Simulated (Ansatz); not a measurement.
**What CdPbS3 (model cell, started as cubic perovskite with Pb in the octahedra) distorts into**

Aim: this structure of CdPbS3 (model cell, started as cubic perovskite with Pb in the octahedra) is to be tested for unstable modes, and one is followed downhill.

Calculated with Ansatz 0.2.0; DFT r2SCAN, scalar-relativistic, plane waves, PAW; PAW set soft_1.

This is a report of a sequence of runs, with most program output left out.

The structure was built from a prototype and need not be the compound's stable phase.

## (1) The starting structure

It takes space group Pm-3m (No. 221, cubic). The conventional cell has a = 5.113 Å, b = 5.113 Å, c = 5.113 Å, α = 90.00°, β = 90.00°, γ = 90.00°. Nearest to Cd lie 12 S at 3.62 Å. Nearest to Pb lie 6 S at 2.56 Å. Nearest to S lie 2 Pb at 2.56 Å. Farther neighbours and most contacts between anions are not listed.

## (2) Response at finite wavevector

The cell comes from relaxations at this level that are not shown. Stability and thermal properties need the whole zone. Linear response on a 2×2×2 q mesh gives force constants as far as a supercell of that size would.

Contents of input.yaml:

```yaml
crystal:
  lattice:
    - [5.1126616353, 0.0, 0.0]
    - [0.0, 5.1126616353, 0.0]
    - [0.0, 0.0, 5.1126616353]
  atoms:
    - { symbol: Cd, position: [0.0, 0.0, 0.0] }
    - { symbol: Pb, position: [0.5, 0.5, 0.5] }
    - { symbol: S, position: [0.5, 0.5, 0.0] }
    - { symbol: S, position: [0.5, 0.0, 0.5] }
    - { symbol: S, position: [0.0, 0.5, 0.5] }
kpoints:
  mp_grid: { grid: [8, 8, 8] }
hamiltonian:
  xc: r2scan
  pseudopotentials: { kind: paw, azcp: { folder: soft_1 } }
scf:
  occupations: { method: methfessel_paxton, width: 0.2 }
output:
  eigenvalues: true
phonons:
  method: dfpt
  qmesh: [2, 2, 2]
  temperatures: { t_max: 1000, t_step: 50 }
  qpath:
    path:
      - [[0.0, 0.0, 0.0], [0.0, 0.5, 0.0], [0.5, 0.5, 0.0], [0.0, 0.0, 0.0], [0.5, 0.5, 0.5], [0.0, 0.5, 0.0]]
      - [[0.5, 0.5, 0.5], [0.5, 0.5, 0.0]]
    npoints: 10
```

Started as:

```sh
$ ansatz run input.yaml --threads 4 --pin off --max-ram 16384MiB --backend cpu --events-out ev --progress --plain --runs-dir out
```

Elapsed: 34 min, on 4 threads of Arm Neoverse V1, shared host; peak memory 4.1 GiB; 2.2 h of CPU time.

This step gave:

```
volume per atom                                         : 26.73 Å³
gap on the k-mesh                                       : 0 eV
sum-rule residual before enforcement                    : 7.08e-4 eV/Å²
lowest frequency on the path                            : -201.8 cm⁻¹
point group                                             : m-3m
highest frequency on the path or at a solved wavevector : 360.6 cm⁻¹
highest optical mode at the zone centre (no LO-TO term) : 343.6 cm⁻¹
lowest optical zone-centre mode                         : -192.1 cm⁻¹
lowest mode on the q mesh (acoustic modes at Γ apart)   : -201.8 cm⁻¹
```

Frequencies (cm⁻¹) solved at each irreducible wavevector; negative means imaginary. Frequencies by wavevector, by row:

| q in reciprocal lattice units | star | mode 1 | mode 2 | mode 3 | mode 4 | mode 13 | mode 14 | mode 15 |
| --- | --- | --- | --- | --- | --- | --- | --- | --- |
| 0 0 0 | 1 | -192.1 | -192.1 | -192.1 | -131.7 | 343.6 | 343.6 | 343.6 |
| 0 0 -0.5 | 3 | -201.8 | -157.5 | -141.3 | -141.3 | 303.7 | 345.6 | 345.6 |
| 0 -0.5 -0.5 | 3 | -192.2 | -168.1 | -168.1 | -127.1 | 286.5 | 328.4 | 346 |
| -0.5 -0.5 -0.5 | 1 | -195 | -195 | -195 | -113.9 | 287.1 | 287.1 | 360.6 |

Interpolated from a 2×2×2 q mesh. The phonon branches at the labelled points (cm⁻¹):

| point | branch 1 | branch 2 | branch 3 | branch 4 | branch 12 | branch 13 | branch 14 | branch 15 |
| --- | --- | --- | --- | --- | --- | --- | --- | --- |
| Γ | -192 | -192 | -192 | -132 | 0 | 344 | 344 | 344 |
| halfway | -197 | -173 | -173 | -143 | 84 | 325 | 345 | 345 |
| X | -202 | -158 | -141 | -141 | 125 | 304 | 346 | 346 |
| halfway | -194 | -170 | -153 | -135 | 125 | 299 | 335 | 346 |
| M | -192 | -168 | -168 | -127 | 125 | 286 | 328 | 346 |
| halfway | -191 | -172 | -159 | -155 | 88 | 318 | 336 | 345 |
| Γ | -192 | -192 | -192 | -132 | 0 | 344 | 344 | 344 |
| halfway | -188 | -171 | -171 | -139 | 91 | 318 | 318 | 349 |
| R | -195 | -195 | -195 | -114 | 127 | 287 | 287 | 361 |
| halfway | -192 | -180 | -170 | -129 | 126 | 297 | 318 | 351 |
| X | -202 | -158 | -141 | -141 | 125 | 304 | 346 | 346 |
| jump to R | -195 | -195 | -195 | -114 | 127 | 287 | 287 | 361 |
| halfway | -194 | -184 | -184 | -119 | 126 | 287 | 308 | 355 |
| M | -192 | -168 | -168 | -127 | 125 | 286 | 328 | 346 |

Symmetry leaves 4 wavevectors to solve. The lowest mode among them, the acoustic zeros apart, lies at q = (0, 0, -0.5) and is imaginary, 201.8i cm⁻¹, so the energy falls along it.

## (3) The mode frozen in, largest atomic shift 0 Å

The mode followed lies at q = (-0.5, -0.5, -0.5) with frequency 195.0i cm⁻¹ and is 3-fold degenerate, one of the unstable modes though not the softest. At small amplitude the distorted cell has space group no. 140 by a symmetry search on the positions. The undistorted cell that holds it gives the zero of energy on the same k mesh.

System of this step: CdPbS3 (model cell, started as cubic perovskite with Pb in the octahedra). The structure is cubic, space group Pm-3m (No. 221). Conventional cell: a = 5.113 Å, b = 5.113 Å, c = 5.113 Å, α = 90.00°, β = 90.00°, γ = 90.00°. Nearest to Cd lie 12 S at 3.62 Å. Nearest to Pb lie 6 S at 2.56 Å. S has 2 Pb at 2.56 Å nearest. Farther neighbours and most contacts between anions are not listed.

input.yaml, the sections that differ from step 2:

```yaml
crystal:
  lattice:
    - [5.1126616353, 5.1126616353, 0.0]
    - [5.1126616353, 0.0, 5.1126616353]
    - [5.1126616353, 0.0, -5.1126616353]
  atoms:
    - { symbol: Cd, position: [0.0, 0.0, 0.0] }
    - { symbol: Cd, position: [0.0, 0.5, 0.5] }
    - { symbol: Pb, position: [0.5, 0.25, 0.75] }
    - { symbol: Pb, position: [0.5, 0.75, 0.25] }
    - { symbol: S, position: [0.5, 0.5, 0.5] }
    - { symbol: S, position: [0.5, 0.0, 0.0] }
    - { symbol: S, position: [0.0, 0.0, 0.5] }
    - { symbol: S, position: [0.0, 0.5, 0.0] }
    - { symbol: S, position: [0.5, 0.0, 0.5] }
    - { symbol: S, position: [0.5, 0.5, 0.0] }
output:
  forces: true
  stress: true
  eigenvalues: true
# kpoints, hamiltonian, scf: as in step 2
# phonons: removed
```

Run time: 22 s. Hardware: 4 threads; peak memory 1.6 GiB; 85 s of CPU time.

This step gave:

| Quantity | Value |
| --- | --- |
| pressure | 0.08948 GPa |
| energy from the undistorted cell | 0 meV/atom |

The run ends at a pressure of 0.09 GPa.

## (4) The mode frozen in, largest atomic shift 0.6 Å

The atoms are moved along the unstable eigenvector, the largest shift by 0.6 Å, with the cell fixed.

input.yaml, the sections that differ from step 3:

```yaml
crystal:
  lattice:
    - [5.1126616353, 5.1126616353, 0.0]
    - [5.1126616353, 0.0, 5.1126616353]
    - [5.1126616353, 0.0, -5.1126616353]
  atoms:
    - { symbol: Cd, position: [0.0, 0.0, 0.0] }
    - { symbol: Cd, position: [0.0, 0.5, 0.5] }
    - { symbol: Pb, position: [0.5, 0.25, 0.75] }
    - { symbol: Pb, position: [0.5, 0.75, 0.25] }
    - { symbol: S, position: [0.5, 0.4413221485, 0.4413221485] }
    - { symbol: S, position: [0.5, 0.0586778515, 0.0586778515] }
    - { symbol: S, position: [0.0, 0.0, 0.5] }
    - { symbol: S, position: [0.0, 0.5, 0.0] }
    - { symbol: S, position: [0.5, -0.0586778515, 0.5586778515] }
    - { symbol: S, position: [0.5, 0.5586778515, -0.0586778515] }
# kpoints, hamiltonian, scf, output: as in step 3
```

The job ended after 42 s (4 threads; peak memory 1.8 GiB).

This step gave:

| Property | Result |
| --- | --- |
| pressure | -2.292 GPa |
| energy from the undistorted cell | -223.0 meV/atom |

The energy, extrapolated to zero smearing, is -223.02 meV/atom against the undistorted cell.

The run ends at a pressure of -2.29 GPa, with forces up to 1.2 eV/Å.

## (5) Energy along the mode, all amplitudes (two of the runs are shown above)

An imaginary frequency means negative curvature, so the energy should fall and then rise again as anharmonic terms take over.

Numbers from this step:

```yaml
depth_at_the_lowest_point_sampled: 223.0 meV/atom
largest_atomic_shift_at_that_point: 0.6 Å
```

The energy from the parent by largest atomic shift:

| largest atomic shift (Å) | energy from the parent (meV/atom) |
| --- | --- |
| 0.000 | 0 |
| 0.040 | -1.38 |
| 0.080 | -5.50 |
| 0.140 | -16.6 |
| 0.220 | -40.0 |
| 0.320 | -81.1 |
| 0.450 | -146 |
| 0.600 | -223 |

Displacement at unit largest shift by atom:

| atom | x (Å) | y (Å) | z (Å) | size |
| --- | --- | --- | --- | --- |
| Cd1 | 0.00 | 0.00 | 0.00 | 0.00 |
| Cd2 | 0.00 | 0.00 | 0.00 | 0.00 |
| Pb3 | 0.00 | 0.00 | 0.00 | 0.00 |
| Pb4 | 0.00 | 0.00 | 0.00 | 0.00 |
| S5 | -1.00 | 0.00 | 0.00 | 1.00 |
| S6 | 1.00 | 0.00 | 0.00 | 1.00 |
| S7 | 0.00 | 0.00 | 0.00 | 0.00 |
| S8 | 0.00 | 0.00 | 0.00 | 0.00 |
| S9 | 0.00 | 0.00 | -1.00 | 1.00 |
| S10 | 0.00 | 0.00 | 1.00 | 1.00 |

The lowest of the steps tried is the last one, at 0.6 Å, 223 meV/atom below the parent; the bottom of the well need not coincide with a step.

## (6) Relaxation from the frozen mode

Starting from the lowest point found, all atoms and the cell are let go, so that strain and other modes of the same symmetry can join in.

input.yaml: that of step 4 with these lines changed.

```diff
@@ -27 +27,10 @@
   eigenvalues: true
+  write_density: true
+  write_potential: true
+  elf: true
+  volumetric_format: npy
+relax:
+  adjacent_minimum: "off"
+  f_tol: 0.002
+  max_steps: 120
+  cell: { stress_tol: 0.03 }
```

Run time: 8.4 min. Hardware: 4 threads; peak memory 2.1 GiB.

The steps of the relaxation:

| step | energy less that of the first step (eV) | largest force component (eV/Å) | pressure (GPa) | volume (Å³) |
| --- | --- | --- | --- | --- |
| 1 | 0.0000 | 1.2171 | -2.29 | 267.28 |
| 2 | -0.9580 | 0.8716 | -1.85 | 258.64 |
| 3 | -1.4635 | 0.3129 | 0.46 | 247.03 |
| 4 | -1.6142 | 0.2088 | -0.94 | 257.12 |
| 5 | -1.8583 | 0.5697 | 1.11 | 255.78 |
| 6 | -2.2473 | 2.2548 | 2.89 | 259.54 |
| 7 | -2.3251 | 1.3520 | -1.24 | 263.00 |
| 8 | -2.5704 | 0.6819 | -0.56 | 262.74 |
| 9 | -2.6127 | 0.0052 | -0.15 | 263.04 |
| 10 | -2.6139 | 0.0023 | -0.02 | 262.13 |
| 11 | -2.6140 | 0.0010 | 0.00 | 261.93 |
| 12* | -2.6143 | 0.0010 | 0.01 | 261.93 |

Relaxation steps marked * repeat the geometry before them on a plane-wave basis chosen anew for their cell, so energy and pressure can jump there.

The run keeps the 16 symmetry operations that it works with, so distortions that break them were not tested.

| conventional cell, symmetrised | before | after | change |
| --- | --- | --- | --- |
| a (Å) | 7.230 | 6.905 | -4.5 % |
| b (Å) | 7.230 | 6.905 | -4.5 % |
| c (Å) | 10.225 | 10.986 | +7.4 % |
| volume (Å³/atom) | 26.73 | 26.19 | -2.0 % |

The atoms that moved most (Å, as changes of fractional coordinates times the final cell):

| atom | dx | dy | dz | length |
| --- | --- | --- | --- | --- |
| S5 | -0.825 | 0.000 | 0.000 | 0.825 |
| S10 | 0.000 | 0.000 | 0.825 | 0.825 |
| S9 | 0.000 | 0.000 | -0.825 | 0.825 |
| S6 | 0.825 | 0.000 | 0.000 | 0.825 |

This step gave:

- pressure: 0.005230 GPa
- volume per atom: 26.19 Å³

Valence density in the ac plane of the conventional cell at fractional y = 0.000, with atoms of Cd and Pb and S within 0.2 Å of it. It is the smooth field of the valence electrons, not physical close to the nuclei.

Ten steps, logarithmic in the rise over the least value, from '0' (0 e/Å³) to '9' (21 e/Å³), each cell a mean:
```
7641122333333211256
5420011222222100134
2100000011110000012
2210000012210000012
3321000257641000133
2331001489962001233
3331001479862000233
3310000245531000123
2100000011100000011
3210001111111000012
6531012222222110245
7642123333333211357
7641122333333211256
5420011222222100134
2100000011110000012
2210000012210000012
3321000257641000133
2331001489962001233
3331001479862000233
3310000245531000123
2100000011100000011
3210001111111000012
6531012222222110245
7642123333333211357
```
Columns run along a (6.9 Å), rows up along c (11.0 Å), edges of the conventional cell, whose origin can differ from the input's. Atoms in or near the plane, at fractional coordinates: Cd at (0.50, 0.75), Cd at (0.50, 0.25), Pb at (0.00, 0.00), Pb at (0.00, 0.50), S at (0.00, 0.25), S at (0.00, 0.75).

Electrostatic potential energy in the ac plane of the conventional cell at fractional y = 0.000, with atoms of Cd and Pb and S within 0.2 Å of it. With pseudopotentials it is smooth inside the atoms' cores, unlike the true potential.

Ten even steps from '_' (-34 eV) to '@' (11 eV), each cell a mean:
```
____::##@@%%##++++##**++++%%@@%%++____
..--**%%@@@@%%%%%%%%%%%%%%@@@@@@%%==..
##%%@@@@@@@@@@@@@@@@@@@@@@@@@@@@@@%%##
%%%%@@@@@@@@@@%%######%%@@@@@@@@@@@@%%
..==%%@@@@@@%%**==----++%%@@@@@@@@**::
..__++@@@@@@%%==::....--**@@@@@@%%::__
__..**@@@@@@%%++::..::--##@@@@@@%%--__
==**%%@@@@@@@@##++====**%%@@@@@@@@##++
%%@@@@@@@@@@@@@@%%%%%%@@@@@@@@@@@@@@%%
++##%%@@@@@@@@@@@@@@@@@@@@@@@@@@@@##**
__..++%%@@@@%%####%%######%%@@@@##::__
..__::##@@%%**====**++--++##@@%%==____
____::##@@%%##++++##**++++%%@@%%++____
..--**%%@@@@%%%%%%%%%%%%%%@@@@@@%%==..
##%%@@@@@@@@@@@@@@@@@@@@@@@@@@@@@@%%##
%%%%@@@@@@@@@@%%######%%@@@@@@@@@@@@%%
..==%%@@@@@@%%**==----++%%@@@@@@@@**::
..__++@@@@@@%%==::....--**@@@@@@%%::__
__..**@@@@@@%%++::..::--##@@@@@@%%--__
==**%%@@@@@@@@##++====**%%@@@@@@@@##++
%%@@@@@@@@@@@@@@%%%%%%@@@@@@@@@@@@@@%%
++##%%@@@@@@@@@@@@@@@@@@@@@@@@@@@@##**
__..++%%@@@@%%####%%######%%@@@@##::__
..__::##@@%%**====**++--++##@@%%==____
```
Columns run along a (6.9 Å; values clipped at the 3rd and 97th percentile), rows up along c (11.0 Å), edges of the conventional cell, whose origin can differ from the input's. Atoms in or near the plane, at fractional coordinates: Cd at (0.50, 0.75), Cd at (0.50, 0.25), Pb at (0.00, 0.00), Pb at (0.00, 0.50), S at (0.00, 0.25), S at (0.00, 0.75).

ELF in the ac plane of the conventional cell at fractional y = 0.000, with atoms of Cd and Pb and S within 0.2 Å of it. It is the smooth field of the valence electrons, not physical close to the nuclei.

Ten even steps from '_' (0.03) to '@' (0.85), each cell a mean:
```
__::==::==%%@@%%%%%%%%%%@@@@**::==--..
====--..::**%%##**==++##%%##==..::====
----::____::==--::....--==--..__..::--
####++::______............____..==**##
##@@@@##--__..::==++==--..__..++%%@@%%
__**@@@@==....--**@@%%==::__::##@@%%::
::##@@%%==....--++%%##==::__::##@@@@==
@@@@%%**::____..------::..__..==##@@@@
++++--..____................____::==++
----::....==**++--::--==**++::__..----
--====::--##@@%%##****##@@%%++::--==--
__..==--==%%@@%%%%%%%%%%@@@@**::==--__
__::==::==%%@@%%%%%%%%%%@@@@**::==--..
====--..::**%%##**==++##%%##==..::====
----::____::==--::....--==--..__..::--
####++::______..........______..==**##
##@@@@##--__..::==++==--..__..++%%@@%%
__**@@@@==....--**@@%%==::__::##@@%%::
::##@@%%==....--++%%##==::__::##@@@@==
@@@@%%**::____..------::..__..==##@@@@
++++--..____................____::==++
----::....==**++--::--==**++::__..----
--====::--##@@%%##****##@@%%++::--==--
__..==--==%%@@%%%%%%%%%%@@@@**--==--__
```
Columns run along a (6.9 Å), rows up along c (11.0 Å), edges of the conventional cell, whose origin can differ from the input's. Atoms in or near the plane, at fractional coordinates: Cd at (0.50, 0.75), Cd at (0.50, 0.25), Pb at (0.00, 0.00), Pb at (0.00, 0.50), S at (0.00, 0.25), S at (0.00, 0.75).

The distorted start has space group I4/mcm; the relaxation ends in I4/mcm.

## (7) The new phase in its own primitive cell

The relaxed structure is symmetrised, reduced to its primitive cell and relaxed tightly, as its phonons need.

Contents of input.yaml:

```yaml
crystal:
  lattice:
    - [-3.4526426898, 3.4526426898, 5.4930696974]
    - [3.4526426898, -3.4526426898, 5.4930696974]
    - [3.4526426898, 3.4526426898, -5.4930696974]
  atoms:
    - { symbol: Cd, position: [0.75, 0.25, 0.5] }
    - { symbol: Cd, position: [0.25, 0.75, 0.5] }
    - { symbol: Pb, position: [0.0, 0.0, 0.0] }
    - { symbol: Pb, position: [0.5, 0.5, 0.0] }
    - { symbol: S, position: [0.393201242, 0.893201242, 0.2864024841] }
    - { symbol: S, position: [0.606798758, 0.106798758, 0.7135975159] }
    - { symbol: S, position: [0.25, 0.25, 0.0] }
    - { symbol: S, position: [0.75, 0.75, 0.0] }
    - { symbol: S, position: [0.106798758, 0.393201242, 0.5] }
    - { symbol: S, position: [0.893201242, 0.606798758, 0.5] }
kpoints:
  mp_grid: { grid: [8, 8, 8] }
hamiltonian:
  xc: r2scan
  pseudopotentials: { kind: paw, azcp: { folder: soft_1 } }
scf:
  occupations: { method: methfessel_paxton, width: 0.2 }
output:
  forces: true
  stress: true
  eigenvalues: true
relax:
  adjacent_minimum: "off"
  f_tol: 0.001
  max_steps: 60
  cell: { stress_tol: 0.01 }
```

It took 1.9 min on 4 threads; peak memory 1.9 GiB; 7.5 min of CPU time.

Little changed from the start: no atom moved by 0.005 Å and no cell edge by 0.1 %.

Numbers from this step:

```
pressure : -1.11e-4 GPa
```

The largest force component left is 0.097 meV/Å and the pressure is 0.000 GPa, within the tolerances set. The cell now holds 26.19 Å³/atom.

## (8) Modes of the new phase

A relaxed structure may still be a saddle point, so its zone-centre modes are computed. No field response is asked, since the mesh shows no gap.

Contents of input.yaml:

```yaml
crystal:
  lattice:
    - [-3.4526110006, 3.4526110006, 5.4936740465]
    - [3.4526110006, -3.4526110006, 5.4936740465]
    - [3.4526110006, 3.4526110006, -5.4936740465]
  atoms:
    - { symbol: Cd, position: [0.75, 0.25, 0.5] }
    - { symbol: Cd, position: [0.25, 0.75, 0.5] }
    - { symbol: Pb, position: [0.0, 0.0, 0.0] }
    - { symbol: Pb, position: [0.5, 0.5, 0.0] }
    - { symbol: S, position: [0.3931985913, 0.8931985913, 0.2863971826] }
    - { symbol: S, position: [0.6068014087, 0.1068014087, 0.7136028174] }
    - { symbol: S, position: [0.25, 0.25, 0.0] }
    - { symbol: S, position: [0.75, 0.75, 0.0] }
    - { symbol: S, position: [0.1068014087, 0.3931985913, 0.5] }
    - { symbol: S, position: [0.8931985913, 0.6068014087, 0.5] }
kpoints:
  mp_grid: { grid: [8, 8, 8] }
hamiltonian:
  xc: r2scan
  pseudopotentials: { kind: paw, azcp: { folder: soft_1 } }
scf:
  occupations: { method: methfessel_paxton, width: 0.2 }
output:
  eigenvalues: true
phonons:
  method: dfpt
```

Run time: 22 min. Hardware: 4 threads; peak memory 15 GiB.

The run was cut off at the time limit after its SCF cycle had converged; no result of it is taken.

## (9) Summary of results

```yaml
unstable_mode_of_the_parent: q = (-0.5, -0.5, -0.5), 195i cm⁻¹
depth_at_the_lowest_point_sampled: 223 meV/atom
largest_atomic_shift_at_that_point: 0.6 Å
space_group_reached_within_0p01_a: I4/mcm
energy_gained_over_the_parent_first_relaxation_on_the_mesh_of_the_frozen_mode: 484 meV/atom
volume_per_atom_phase_reached: 26.2 Å³
```

Along this mode the structure falls into I4/mcm, 484 meV/atom below the parent. At the parent's cell the well is 223.0 meV/atom deep on the steps tried, with its lowest point at a shift of 0.6 Å. That is the last step tried, so the steps alone don't bracket the bottom of the well. Relaxing atoms and cell changes the gain by +261.44 meV/atom against the lowest step (energies at zero smearing). The modes of the phase reached were not computed on this path. Of the 3 patterns followed to their end from this parent, this one ends 168 meV/atom above the lowest, R-3c. Each path keeps the symmetry of its pattern, so a lower phase may lie along a pattern not tried. With no gap, or one that is small against the smearing, the frequencies hang on the k mesh and the smearing, most of all near Kohn anomalies. Spin-orbit coupling is left out, which can matter for the heavy elements here. A phonon run warned that its eigensolver left some bands unconverged in a pass. The starting cell was built on a prototype and not taken from a measurement, so the phase need not exist.

[Logs are printed without paths, hosts, clocks, repeated set-up lines and the standing remarks that a program may print on its own settings, such as how far it seeks lower states.]

[Hosts, paths, dates, database ids (printed as entryN), source tags and the programs' standing remarks are cut or masked in the printed files.]
